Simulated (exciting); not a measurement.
The O K edge of atom 3 in TiO2 (Rutile), space group P4_2/mnm, with nearest neighbours 2 Ti at 1.95 Å and 1 Ti at 1.98 Å (site symmetry m2m), was computed at 2 levels: exchange and screened direct term (singlet BSE) and independent particles. Common settings: exciting, all-electron LAPW+lo, PBE, 3×3×5 shifted k points, 33 conduction bands, |G+q| up to 3 bohr⁻¹, full RPA screening with nempty = 58, Lorentzian half width 0.45 eV.

Energy from the Kohn–Sham onset, core level to the lowest empty state found on the meshes used; all runs on one relative scale:

| E (eV) | run 1 | run 2 |
| --- | --- | --- |
| -4.5 | 0.02 | 0.04 |
| -4.0 | 0.02 | 0.04 |
| -3.5 | 0.02 | 0.06 |
| -3.0 | 0.03 | 0.07 |
| -2.5 | 0.04 | 0.10 |
| -2.0 | 0.04 | 0.16 |
| -1.5 | 0.06 | 0.28 |
| -1.0 | 0.08 | 0.63 |
| -0.5 | 0.14 | 1.46 |
| 0.0 | 0.27 | 1.46 |
| 0.5 | 0.55 | 0.93 |
| 1.0 | 0.85 | 0.63 |
| 1.5 | 0.94 | 0.54 |
| 2.0 | 0.82 | 0.84 |
| 2.5 | 0.50 | 1.39 |
| 3.0 | 0.48 | 1.08 |
| 3.5 | 0.65 | 0.73 |
| 4.0 | 0.92 | 0.47 |
| 4.5 | 1.15 | 0.31 |
| 5.0 | 0.96 | 0.19 |
| 5.5 | 0.51 | 0.14 |
| 6.0 | 0.25 | 0.14 |
| 6.5 | 0.17 | 0.17 |
| 7.0 | 0.16 | 0.24 |
| 7.5 | 0.18 | 0.37 |
| 8.0 | 0.23 | 0.47 |
| 8.5 | 0.28 | 0.66 |
| 9.0 | 0.40 | 0.66 |
| 9.5 | 0.49 | 0.63 |
| 10.0 | 0.51 | 0.64 |
| 10.5 | 0.55 | 0.60 |
| 11.0 | 0.49 | 0.62 |
| 11.5 | 0.46 | 0.83 |
| 12.0 | 0.58 | 0.95 |
| 12.5 | 0.78 | 0.84 |
| 13.0 | 0.90 | 0.74 |
| 13.5 | 0.95 | 0.66 |
| 14.0 | 0.84 | 0.59 |
| 14.5 | 0.71 | 0.61 |
| 15.0 | 0.65 | 0.70 |
| 15.5 | 0.79 | 0.55 |
| 16.0 | 0.97 | 0.38 |
| 16.5 | 0.84 | 0.31 |
| 17.0 | 0.60 | 0.26 |
| 17.5 | 0.45 | 0.22 |
| 18.0 | 0.34 | 0.18 |
| 18.5 | 0.27 | 0.16 |
| 19.0 | 0.22 | 0.18 |
| 19.5 | 0.22 | 0.20 |
| 20.0 | 0.24 | 0.25 |
| 20.5 | 0.29 | 0.31 |
| 21.0 | 0.36 | 0.27 |
| 21.5 | 0.36 | 0.25 |
| 22.0 | 0.31 | 0.27 |
| 22.5 | 0.31 | 0.32 |
| 23.0 | 0.36 | 0.38 |
| 23.5 | 0.45 | 0.38 |
| 24.0 | 0.49 | 0.35 |
| 24.5 | 0.51 | 0.28 |

Q: Which run is which, and why?

Run 1: independent particles; highest local maximum in the window at 4.5 eV. Run 2: exchange and screened direct term (singlet BSE); highest local maximum in the window at -0.3 eV. The attractive direct term pulls weight down: the curves pass 0.25 at 0.0 and -1.6 eV in the order of the runs. Fine structure above the first lines is partly noise of the 45-point mesh.

[Hosts, paths, dates, database ids (printed as entryN), source tags and the programs' standing remarks are cut or masked in the printed files.]
